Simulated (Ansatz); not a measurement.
# Ni wire along [100], 37 atoms a period: bands along the axis

Aim: is the Ni wire along [100], 37 atoms a period a metal or a semiconductor?

Method: DFT PBE, plane waves, PAW; relaxation of a wire's period; PAW set soft_1, in the first sound run; inputs show where later runs differ, in Ansatz 0.2.0.

## 1. The structure

The cell holds 37 atoms: 37 Ni. Cell: a = 17.360 Å, b = 17.360 Å, c = 3.520 Å, α = 90.0°, β = 90.0°, γ = 90.0°. Vacuum lies along a and b. The structure's axis is c.

## 2. Relaxing the period

Band widths follow the bond lengths, so the wire is relaxed first. The atoms and the third cell vector are free; the box across stays fixed as vacuum. Moments are seeded so that a magnetic state can form if it lies lower. A Fermi-Dirac smearing is set since the result may be a metal. The pressure printed is a third of the stress's trace over the whole box, vacuum included; only the stress along the axis is relaxed.

input.yaml reads:

```yaml
crystal:
  lattice:
    - [17.36, 0.0, 0.0]
    - [0.0, 17.36, 0.0]
    - [0.0, 0.0, 3.52]
  atoms:
    - { symbol: Ni, position: [0.195852535, 0.398617512, 0.0], spin: 0.8 }
    - { symbol: Ni, position: [0.195852535, 0.601382488, 0.0], spin: 0.8 }
    - { symbol: Ni, position: [0.297235023, 0.297235023, 0.0], spin: 0.8 }
    - { symbol: Ni, position: [0.297235023, 0.5, 0.0], spin: 0.8 }
    - { symbol: Ni, position: [0.297235023, 0.702764977, 0.0], spin: 0.8 }
    - { symbol: Ni, position: [0.398617512, 0.195852535, 0.0], spin: 0.8 }
    - { symbol: Ni, position: [0.398617512, 0.398617512, 0.0], spin: 0.8 }
    - { symbol: Ni, position: [0.398617512, 0.601382488, 0.0], spin: 0.8 }
    - { symbol: Ni, position: [0.398617512, 0.804147465, 0.0], spin: 0.8 }
    - { symbol: Ni, position: [0.5, 0.297235023, 0.0], spin: 0.8 }
    - { symbol: Ni, position: [0.5, 0.5, 0.0], spin: 0.8 }
    - { symbol: Ni, position: [0.5, 0.702764977, 0.0], spin: 0.8 }
    - { symbol: Ni, position: [0.601382488, 0.195852535, 0.0], spin: 0.8 }
    - { symbol: Ni, position: [0.601382488, 0.398617512, 0.0], spin: 0.8 }
    - { symbol: Ni, position: [0.601382488, 0.601382488, 0.0], spin: 0.8 }
    - { symbol: Ni, position: [0.601382488, 0.804147465, 0.0], spin: 0.8 }
    - { symbol: Ni, position: [0.702764977, 0.297235023, 0.0], spin: 0.8 }
    - { symbol: Ni, position: [0.702764977, 0.5, 0.0], spin: 0.8 }
    - { symbol: Ni, position: [0.702764977, 0.702764977, 0.0], spin: 0.8 }
    - { symbol: Ni, position: [0.804147465, 0.398617512, 0.0], spin: 0.8 }
    - { symbol: Ni, position: [0.804147465, 0.601382488, 0.0], spin: 0.8 }
    - { symbol: Ni, position: [0.195852535, 0.5, 0.5], spin: 0.8 }
    - { symbol: Ni, position: [0.297235023, 0.398617512, 0.5], spin: 0.8 }
    - { symbol: Ni, position: [0.297235023, 0.601382488, 0.5], spin: 0.8 }
    - { symbol: Ni, position: [0.398617512, 0.297235023, 0.5], spin: 0.8 }
    - { symbol: Ni, position: [0.398617512, 0.5, 0.5], spin: 0.8 }
    - { symbol: Ni, position: [0.398617512, 0.702764977, 0.5], spin: 0.8 }
    - { symbol: Ni, position: [0.5, 0.195852535, 0.5], spin: 0.8 }
    - { symbol: Ni, position: [0.5, 0.398617512, 0.5], spin: 0.8 }
    - { symbol: Ni, position: [0.5, 0.601382488, 0.5], spin: 0.8 }
    - { symbol: Ni, position: [0.5, 0.804147465, 0.5], spin: 0.8 }
    - { symbol: Ni, position: [0.601382488, 0.297235023, 0.5], spin: 0.8 }
    - { symbol: Ni, position: [0.601382488, 0.5, 0.5], spin: 0.8 }
    - { symbol: Ni, position: [0.601382488, 0.702764977, 0.5], spin: 0.8 }
    - { symbol: Ni, position: [0.702764977, 0.398617512, 0.5], spin: 0.8 }
    - { symbol: Ni, position: [0.702764977, 0.601382488, 0.5], spin: 0.8 }
    - { symbol: Ni, position: [0.804147465, 0.5, 0.5], spin: 0.8 }
magnetization:
  spin_polarized: true
kpoints:
  mp_grid: { grid: [1, 1, 23] }
scf:
  occupations: { method: fermi_dirac, width: 0.05 }
hamiltonian:
  xc: pbe
  pseudopotentials: { kind: paw, azcp: { folder: soft_1 } }
relax:
  cell: { fix: [a, b, alpha, beta, gamma] }
  max_steps: 45
  f_tol: 0.03
```

Started as:

```console
$ ansatz run input.yaml --threads 16 --pin off --max-ram 61440MiB --backend cuda --events-out ev --progress --plain --runs-dir out --max-vram 78GiB
```

Numbers of over 12 decimals in the logs are rounded to 6 here.

Log:

```text
Engine: ansatz 0.2.0, aarch64-unknown-linux-gnu
Pseudopotentials: kind: paw
Pseudopotential: Ni, paw, valence charge 18, recommended cutoff 420 eV (normal), soft_1/Ni.paw.azcp
Functional definition: PBE
  parameter kappa = 0.804
  parameter beta = 0.066725
  exchange = pbe_x(kappa = kappa, mu = beta*pi^2/3)
  correlation = pbe_c(beta = beta)
concurrent solve slots: 12 of 16 are kept, ahead of what memory takes: no pass of the eigensolver takes more rounds on 12
[...]
Crystal: 37 atoms, lattice volume = 1060.821 Å³
Basis set: ecut = 420 eV, 20655 PW (Γ), exchange–correlation on 240×240×48 points (8 copies of the dense FFT grid, shifted against one another)
Bands: 418, of which v1, the nominal top of the filled ones, is band 333 counted from 1 (332 counted from 0)
Symmetry: 16 space group operations
Space group: P4/mmm (ITA 123), of the structure as read, at distance tolerance 1.0e-4 Å
Magnetic group: BNS 123.339 (UNI 999), of the structure as read, at distance tolerance 1.0e-4 Å
k-points: 12 of 23
Non-local potential: Ni, projectors of the file, l = 0: 3, l = 1: 2, l = 2: 3, l = 3: 1
PAW form: soft (Blöchl's): semilocal exchange-correlation on the pseudo side does not see the compensation charge
PAW one-centre angular grid: Ni, 590 points (default); XC on 64 Gauss nodes
Initial density: superposition of atomic densities (neutral atoms: chi_scale 0, normalization atom)
Starting moments: Σ|m| = 29.6 μB on 37 of 37 sites
Initial wavefunctions: pseudopotential atomic-orbital guess
[...]
Functional: x = pbe(κ = 0.804, μ = 0.219515), c = pbe(β = 0.066725)
SCF iter   1: F=—  HF=-216018.099337 eV  |F-HF|=—  |Δ(HF+E_count)|=         —  Δρ=2.43e-2 (↑1.91e-2 ↓2.43e-2)  dr2=6.65e1  dr2_m=2.24e0  M=30.312 μB ∫|m|=31.626 μB  β_m=0.30  ethr=3.10e-3  ⟨swp⟩=7.8  Hψ=44837  notcnv=0  defer=766
Mixer restart at iter 1: flushing history
preconditioner: auto → LDOS  [metal: Δε(μ)=0.001 eV  Ē_g=6.877 eV  σ=0.050 eV  W_gap=0.01  n_scr=282 (ndim 8)  ℏωp=21.9 eV  f_vac=0.523  D(μ)=84.87/eV (n_scr^D=992)]
spin=Collinear: LDOS preconditioning applied to the charge; magnetization (m = ρ↑ − ρ↓) channel mixes plain (no charge-response kernel on spin).
SCF iter   2: F=—  HF=-216021.978217 eV  |F-HF|=—  |Δ(HF+E_count)|=    3.88e0  Δρ=2.03e-2 (↑2.03e-2 ↓1.07e-2)  dr2=1.38e1  dr2_m=1.12e0  M=29.868 μB ∫|m|=31.726 μB  β_m=0.35  ethr=3.10e-3  ⟨swp⟩=2.5  Hψ=16303  notcnv=0  defer=1333
[...]
SCF iter  17: F=-216048.947950 eV  HF=-216048.947950 eV  |F-HF|=8.68e-8  |Δ(HF+E_count)|=   1.11e-8  Δρ=2.70e-6 (↑7.90e-7 ↓2.70e-6)  dr2=9.13e-8  dr2_m=1.01e-8  M=26.215 μB ∫|m|=29.692 μB  ethr=5.29e-12  ⟨swp⟩=2.6  Hψ=33675  notcnv=0
SCF 1 converged in 17 iterations: F = -216048.947950 eV  dr2 = 9.13e-8
  greatest PAW one-centre occupation: 1.001 electrons in one spin orbital (limit 2), on the Ni atom at site 20 (counted from 0), in its partial waves of l = 1
relax step   1: F+E_penalty+E_count = -216048.94794992 eV  Δ(F+E_penalty+E_count) = +0.000e0 eV  max|allowed force component| = 7.133e-1 eV/Å  Δτ_max = 0.0000 Å  P = -2.934 GPa  Ω = 1060.821 Å³  fix = [a, b, alpha, beta, gamma]  reactions: a -2.541, b -2.541 GPa  (17 SCF iters, dr2 threshold 1.00e-7 eV, accepted)
concurrent solve slots: 12 of 16 are kept, ahead of what memory takes: no pass of the eigensolver takes more rounds on 12
[...]
Crystal: 37 atoms, lattice volume = 1047.868 Å³
Basis set: ecut = 420 eV, 20447 PW (Γ), exchange–correlation on 240×240×48 points (8 copies of the dense FFT grid, shifted against one another)
[...]
Starting moments: Σ|m| = 29.6 μB on 37 of 37 sites; this step starts from the density that it was given
[...]
iter 1 solved again at ethr=5.01e-5 eV; its pass at ethr=3.10e-3 eV (dr2=3.34e-1 eV) is discarded
SCF iter   1: F=—  HF=-216049.591780 eV  |F-HF|=—  |Δ(HF+E_count)|=         —  Δρ=3.28e-3 (↑2.68e-3 ↓3.28e-3)  dr2=3.46e-1  dr2_m=2.93e-2  M=26.160 μB ∫|m|=29.538 μB  β_m=0.30  ethr=5.01e-5  ⟨swp⟩=3.8  Hψ=51460  notcnv=0
preconditioner: auto → LDOS  [metal: Δε(μ)=0.006 eV  Ē_g=6.695 eV  σ=0.050 eV  W_gap=0.03  n_scr=282 (ndim 8)  ℏωp=22.1 eV  f_vac=0.545  D(μ)=74.42/eV (n_scr^D=770)]
[...]
SCF 2 converged in 11 iterations: F = -216049.563312 eV  dr2 = 2.18e-6
[...]
SCF 3 converged in 11 iterations: F = -216049.846012 eV  dr2 = 1.34e-6
[...]
SCF 4 converged in 10 iterations: F = -216049.863166 eV  dr2 = 1.24e-6
[...]
SCF 5 converged in 14 iterations: F = -216049.851601 eV  dr2 = 2.23e-10
[...]
SCF converged after 14 iterations
[...]
--- Relaxed structure (4 steps of the walk, 4 accepted, 1 SCFs on fresh bases) ---
  F+E_penalty+E_count = -216049.85160082 eV   max|allowed force component| = 2.772e-2 eV/Å   (the final SCF, on the basis selected at the relaxed cell)
  cell:  # Å, volume = 1025.6289 Å³
    - [17.36, 0.0, 0.0]
    - [0.0, 17.36, 0.0]
    - [0.0, 0.0, 3.403226]
  atoms:
    - { symbol: Ni, position: [0.198823, 0.401048, 0.0] }
    - { symbol: Ni, position: [0.198823, 0.598952, 0.0] }
    - { symbol: Ni, position: [0.297720, 0.297720, 0.0] }
    - { symbol: Ni, position: [0.297139, 0.5, 0.0] }
    - { symbol: Ni, position: [0.297720, 0.702280, 0.0] }
    - { symbol: Ni, position: [0.401048, 0.198823, 0.0] }
    - { symbol: Ni, position: [0.397766, 0.397766, 0.0] }
    - { symbol: Ni, position: [0.397766, 0.602234, 0.0] }
    - { symbol: Ni, position: [0.401048, 0.801177, 0.0] }
    - { symbol: Ni, position: [0.5, 0.297139, 0.0] }
    - { symbol: Ni, position: [0.5, 0.5, 0.0] }
    - { symbol: Ni, position: [0.5, 0.702861, 0.0] }
    - { symbol: Ni, position: [0.598952, 0.198823, 0.0] }
    - { symbol: Ni, position: [0.602234, 0.397766, 0.0] }
    - { symbol: Ni, position: [0.602234, 0.602234, 0.0] }
    - { symbol: Ni, position: [0.598952, 0.801177, 0.0] }
    - { symbol: Ni, position: [0.702280, 0.297720, 0.0] }
    - { symbol: Ni, position: [0.702861, 0.5, 0.0] }
    - { symbol: Ni, position: [0.702280, 0.702280, 0.0] }
    - { symbol: Ni, position: [0.801177, 0.401048, 0.0] }
    - { symbol: Ni, position: [0.801177, 0.598952, 0.0] }
    - { symbol: Ni, position: [0.198628, 0.5, 0.5] }
    - { symbol: Ni, position: [0.294609, 0.395180, 0.5] }
    - { symbol: Ni, position: [0.294609, 0.604820, 0.5] }
    - { symbol: Ni, position: [0.395180, 0.294609, 0.5] }
    - { symbol: Ni, position: [0.398168, 0.5, 0.5] }
    - { symbol: Ni, position: [0.395180, 0.705391, 0.5] }
    - { symbol: Ni, position: [0.5, 0.198628, 0.5] }
    - { symbol: Ni, position: [0.5, 0.398168, 0.5] }
    - { symbol: Ni, position: [0.5, 0.601832, 0.5] }
    - { symbol: Ni, position: [0.5, 0.801372, 0.5] }
    - { symbol: Ni, position: [0.604820, 0.294609, 0.5] }
    - { symbol: Ni, position: [0.601832, 0.5, 0.5] }
    - { symbol: Ni, position: [0.604820, 0.705391, 0.5] }
    - { symbol: Ni, position: [0.705391, 0.395180, 0.5] }
    - { symbol: Ni, position: [0.705391, 0.604820, 0.5] }
    - { symbol: Ni, position: [0.801372, 0.5, 0.5] }
```

The job ended after 87 s (1 × NVIDIA GB200 with 16 threads of Arm Neoverse V2, shared host; peak memory 1.8 GiB).

Step by step:

```csv
step,energy less that of the first step (eV),largest force component (eV/Å),pressure (GPa),volume (Å³)
1,0.0000,0.7133,-2.93,1060.82
2,-0.6154,0.3919,-1.49,1047.87
3,-0.8981,0.1449,0.43,1027.95
4,-0.9152,0.0277,-0.02,1025.63
5,-0.9037,0.0277,-0.01,1025.63
```

The log counts 1 steps on a newly chosen plane-wave basis, not all of them marked here; energy and pressure can jump at such steps.

Forces are held to the 16 operations that the run works with; a distortion that breaks them can't arise in this run.

```csv
cell as run,before,after,change
c (Å),3.520,3.403,-3.3 %
```

The atoms that moved most (Å, along periodic axes as changes of fractional coordinates times the final cell, across vacuum about the mean position):

```csv
atom,dx,dy,dz,length
Ni25,-0.060,-0.046,0.000,0.075
Ni23,-0.046,-0.060,0.000,0.075
Ni24,-0.046,0.060,0.000,0.075
Ni32,0.060,-0.046,0.000,0.075
Ni27,-0.060,0.046,0.000,0.075
Ni35,0.046,-0.060,0.000,0.075
Ni34,0.060,0.046,0.000,0.075
Ni36,0.046,0.060,0.000,0.075
```

The relaxed structure:

```cif
data_structure
_symmetry_space_group_name_H-M 'P 1'
_symmetry_Int_Tables_number 1
_cell_length_a 17.3600
_cell_length_b 17.3600
_cell_length_c 3.4032
_cell_angle_alpha 90.000
_cell_angle_beta 90.000
_cell_angle_gamma 90.000
_cell_volume 1025.63
loop_
_atom_site_label
_atom_site_type_symbol
_atom_site_fract_x
_atom_site_fract_y
_atom_site_fract_z
_atom_site_occupancy
Ni1 Ni 0.19882 0.40105 0.00000 1
Ni2 Ni 0.19882 0.59895 0.00000 1
Ni3 Ni 0.29772 0.29772 0.00000 1
Ni4 Ni 0.29714 0.50000 0.00000 1
Ni5 Ni 0.29772 0.70228 0.00000 1
Ni6 Ni 0.40105 0.19882 0.00000 1
Ni7 Ni 0.39777 0.39777 0.00000 1
Ni8 Ni 0.39777 0.60223 0.00000 1
Ni9 Ni 0.40105 0.80118 0.00000 1
Ni10 Ni 0.50000 0.29714 0.00000 1
Ni11 Ni 0.50000 0.50000 0.00000 1
Ni12 Ni 0.50000 0.70286 0.00000 1
Ni13 Ni 0.59895 0.19882 0.00000 1
Ni14 Ni 0.60223 0.39777 0.00000 1
Ni15 Ni 0.60223 0.60223 0.00000 1
Ni16 Ni 0.59895 0.80118 0.00000 1
Ni17 Ni 0.70228 0.29772 0.00000 1
Ni18 Ni 0.70286 0.50000 0.00000 1
Ni19 Ni 0.70228 0.70228 0.00000 1
Ni20 Ni 0.80118 0.40105 0.00000 1
Ni21 Ni 0.80118 0.59895 0.00000 1
Ni22 Ni 0.19863 0.50000 0.50000 1
Ni23 Ni 0.29461 0.39518 0.50000 1
Ni24 Ni 0.29461 0.60482 0.50000 1
Ni25 Ni 0.39518 0.29461 0.50000 1
Ni26 Ni 0.39817 0.50000 0.50000 1
Ni27 Ni 0.39518 0.70539 0.50000 1
Ni28 Ni 0.50000 0.19863 0.50000 1
Ni29 Ni 0.50000 0.39817 0.50000 1
Ni30 Ni 0.50000 0.60183 0.50000 1
Ni31 Ni 0.50000 0.80137 0.50000 1
Ni32 Ni 0.60482 0.29461 0.50000 1
Ni33 Ni 0.60183 0.50000 0.50000 1
Ni34 Ni 0.60482 0.70539 0.50000 1
Ni35 Ni 0.70539 0.39518 0.50000 1
Ni36 Ni 0.70539 0.60482 0.50000 1
Ni37 Ni 0.80137 0.50000 0.50000 1
```

This step gave:

```
energy at zero smearing    : -216049.5533 eV
total moment               : 26.05 μB
absolute moment            : 29.36 μB
cell length along the wire : 3.403 Å
```

Site moment by element, in μB:

```csv
element,atoms,mean,spread (r.m.s.),least,largest
Ni,37,0.737,0.052,0.663,0.812
```

The atoms farthest from the mean of their element:

```csv
atom,"x, y, z (Å)",site moment (μB)
Ni5,"5.17, 12.19, 0.00",0.812
Ni17,"12.19, 5.17, 0.00",0.812
Ni19,"12.19, 12.19, 0.00",0.812
Ni3,"5.17, 5.17, 0.00",0.812
Ni11,"8.68, 8.68, 0.00",0.663
Ni20,"13.91, 6.96, 0.00",0.803
Ni21,"13.91, 10.40, 0.00",0.803
Ni1,"3.45, 6.96, 0.00",0.803
```

The cell's length comes to 3.403 Å with an absolute moment of 29.36 μB a cell.

## 3. Bands of the perfect wire

This step: DFT PBE, plane waves, PAW; bands of a perfect wire; PAW set soft_1 (Ansatz 0.2.0).

At the relaxed period the bands are computed along the axis; those that cross an energy going forward count the channels that a perfect wire would open there.

input.yaml reads:

```yaml
crystal:
  lattice:
    - [17.36, 0.0, 0.0]
    - [0.0, 17.36, 0.0]
    - [0.0, 0.0, 3.4032260861]
  atoms:
    - { symbol: Ni, position: [0.19882278, 0.401047612, 0.0], spin: 0.8 }
    - { symbol: Ni, position: [0.19882278, 0.598952388, 0.0], spin: 0.8 }
    - { symbol: Ni, position: [0.297719853, 0.297719853, 0.0], spin: 0.81 }
    - { symbol: Ni, position: [0.297138749, 0.5, 0.0], spin: 0.69 }
    - { symbol: Ni, position: [0.297719853, 0.702280147, 0.0], spin: 0.81 }
    - { symbol: Ni, position: [0.401047612, 0.19882278, 0.0], spin: 0.8 }
    - { symbol: Ni, position: [0.397766365, 0.397766365, 0.0], spin: 0.68 }
    - { symbol: Ni, position: [0.397766365, 0.602233635, 0.0], spin: 0.68 }
    - { symbol: Ni, position: [0.401047612, 0.80117722, 0.0], spin: 0.8 }
    - { symbol: Ni, position: [0.5, 0.297138749, 0.0], spin: 0.69 }
    - { symbol: Ni, position: [0.5, 0.5, 0.0], spin: 0.66 }
    - { symbol: Ni, position: [0.5, 0.702861251, 0.0], spin: 0.69 }
    - { symbol: Ni, position: [0.598952388, 0.19882278, 0.0], spin: 0.8 }
    - { symbol: Ni, position: [0.602233635, 0.397766365, 0.0], spin: 0.68 }
    - { symbol: Ni, position: [0.602233635, 0.602233635, 0.0], spin: 0.68 }
    - { symbol: Ni, position: [0.598952388, 0.80117722, 0.0], spin: 0.8 }
    - { symbol: Ni, position: [0.702280147, 0.297719853, 0.0], spin: 0.81 }
    - { symbol: Ni, position: [0.702861251, 0.5, 0.0], spin: 0.69 }
    - { symbol: Ni, position: [0.702280147, 0.702280147, 0.0], spin: 0.81 }
    - { symbol: Ni, position: [0.80117722, 0.401047612, 0.0], spin: 0.8 }
    - { symbol: Ni, position: [0.80117722, 0.598952388, 0.0], spin: 0.8 }
    - { symbol: Ni, position: [0.198627709, 0.5, 0.5], spin: 0.75 }
    - { symbol: Ni, position: [0.294608944, 0.39517988, 0.5], spin: 0.72 }
    - { symbol: Ni, position: [0.294608944, 0.60482012, 0.5], spin: 0.72 }
    - { symbol: Ni, position: [0.39517988, 0.294608944, 0.5], spin: 0.72 }
    - { symbol: Ni, position: [0.398167546, 0.5, 0.5], spin: 0.68 }
    - { symbol: Ni, position: [0.39517988, 0.705391056, 0.5], spin: 0.72 }
    - { symbol: Ni, position: [0.5, 0.198627709, 0.5], spin: 0.75 }
    - { symbol: Ni, position: [0.5, 0.398167546, 0.5], spin: 0.68 }
    - { symbol: Ni, position: [0.5, 0.601832454, 0.5], spin: 0.68 }
    - { symbol: Ni, position: [0.5, 0.801372291, 0.5], spin: 0.75 }
    - { symbol: Ni, position: [0.60482012, 0.294608944, 0.5], spin: 0.72 }
    - { symbol: Ni, position: [0.601832454, 0.5, 0.5], spin: 0.68 }
    - { symbol: Ni, position: [0.60482012, 0.705391056, 0.5], spin: 0.72 }
    - { symbol: Ni, position: [0.705391056, 0.39517988, 0.5], spin: 0.72 }
    - { symbol: Ni, position: [0.705391056, 0.60482012, 0.5], spin: 0.72 }
    - { symbol: Ni, position: [0.801372291, 0.5, 0.5], spin: 0.75 }
magnetization:
  spin_polarized: true
kpoints:
  mp_grid: { grid: [1, 1, 24] }
  band_path: { path: ["Γ", Z], npoints: 90 }
scf:
  occupations: { method: fermi_dirac, width: 0.05 }
hamiltonian:
  xc: pbe
  pseudopotentials: { kind: paw, azcp: { folder: soft_1 } }
output:
  dos: { e_range: [-5, 4] }
  write_potential: true
  write_density: true
  volumetric_format: npy
```

Log:

```text
[...]
Crystal: 37 atoms, lattice volume = 1025.629 Å³
Basis set: ecut = 420 eV, 20071 PW (Γ)
Bands: 416, of which v1, the nominal top of the filled ones, is band 333 counted from 1 (332 counted from 0)
[... 1 set-up line as in the run before ...]
[...]
k-points: 13 of 24
[...]
Starting moments: Σ|m| = 27.26 μB on 37 of 37 sites
[...]
SCF iter   1: F=—  HF=-216019.072733 eV  |F-HF|=—  |Δ(HF+E_count)|=         —  Δρ=3.66e-2 (↑2.50e-2 ↓3.66e-2)  dr2=6.86e1  dr2_m=6.57e0  M=31.701 μB ∫|m|=33.014 μB  β_m=0.30  ethr=3.10e-3  ⟨swp⟩=7.8  Hψ=48773  notcnv=0  defer=838
[...]
SCF iter   6: F=—  HF=-216049.797928 eV  |F-HF|=—  |Δ(HF+E_count)|=   6.47e-1  Δρ=5.73e-3 (↑2.25e-3 ↓5.73e-3)  dr2=3.27e-1  dr2_m=6.26e-2  M=26.323 μB ∫|m|=29.578 μB  β_m=0.89  ethr=4.79e-5  ⟨swp⟩=2.0  Hψ=18322  notcnv=0  defer=1458
[...]
SCF iter  15: F=—  HF=-216049.851939 eV  |F-HF|=—  |Δ(HF+E_count)|=   7.40e-8  Δρ=2.69e-6 (↑1.71e-6 ↓2.69e-6)  dr2=1.30e-7  dr2_m=1.24e-8  M=26.078 μB ∫|m|=29.349 μB  β_m=0.72  ethr=9.33e-11  ⟨swp⟩=2.0  Hψ=17052  notcnv=0  defer=1477
[...]
SCF iter  17: F=-216049.851939 eV  HF=-216049.851939 eV  |F-HF|=2.09e-8  |Δ(HF+E_count)|=   2.01e-9  Δρ=9.58e-7 (↑3.61e-7 ↓9.58e-7)  dr2=2.05e-8  dr2_m=1.14e-9  M=26.078 μB ∫|m|=29.349 μB  ethr=3.63e-12  ⟨swp⟩=13.0  Hψ=51693  notcnv=0
SCF 1 converged in 17 iterations: F = -216049.851939 eV  dr2 = 2.05e-8
[...]
SCF converged after 17 iterations
[...]
```

Run time: 1.7 min. Hardware: 1 × NVIDIA GB200 with 16 threads; peak memory 5 GiB; 22 min of CPU time.

Numbers from this step:

```yaml
energy_at_zero_smearing: -216049.5544 eV
total_moment: 26.08 μB
absolute_moment: 29.39 μB
band_gap: 0 eV
```

Site moment by element, in μB:

```csv
element,atoms,mean,spread (r.m.s.),least,largest
Ni,37,0.738,0.052,0.664,0.812
```

The atoms farthest from the mean of their element:

```csv
atom,"x, y, z (Å)",site moment (μB)
Ni17,"12.19, 5.17, 0.00",0.812
Ni5,"5.17, 12.19, 0.00",0.812
Ni3,"5.17, 5.17, 0.00",0.812
Ni19,"12.19, 12.19, 0.00",0.812
Ni11,"8.68, 8.68, 0.00",0.664
Ni21,"13.91, 10.40, 0.00",0.804
Ni1,"3.45, 6.96, 0.00",0.804
Ni13,"10.40, 3.45, 0.00",0.804
```

Between Γ and Z the bands cross the Fermi level 27 times, so a perfect wire would conduct at least 13.5 G₀, with an absolute moment of 29.39 μB a cell.

## 4. Results

```
cell length, PBE                                            : 3.403 Å
absolute moment, PBE                                        : 29.4 μB
ballistic conductance by band crossings, a lower bound, PBE : 13.5 G₀
```

What this shows: Under PBE the cell's length is 3.40 Å, the absolute moment is 29.39 μB a cell, and the bands cross the Fermi level 27 times between Γ and Z, which gives a perfect wire at least 13.5 G₀ (opposite crossings within one step of the path cancel in such a count). In the perfect wire the moments were started parallel, and no opposed start was run. No search over magnetic orders was made; another may lie lower.

[Logs are printed without paths, hosts, clocks, repeated set-up lines and the standing remarks that a program may print on its own settings, such as how far it seeks lower states.]

[Hosts, paths, dates, database ids (printed as entryN), source tags and the programs' standing remarks are cut or masked in the printed files.]
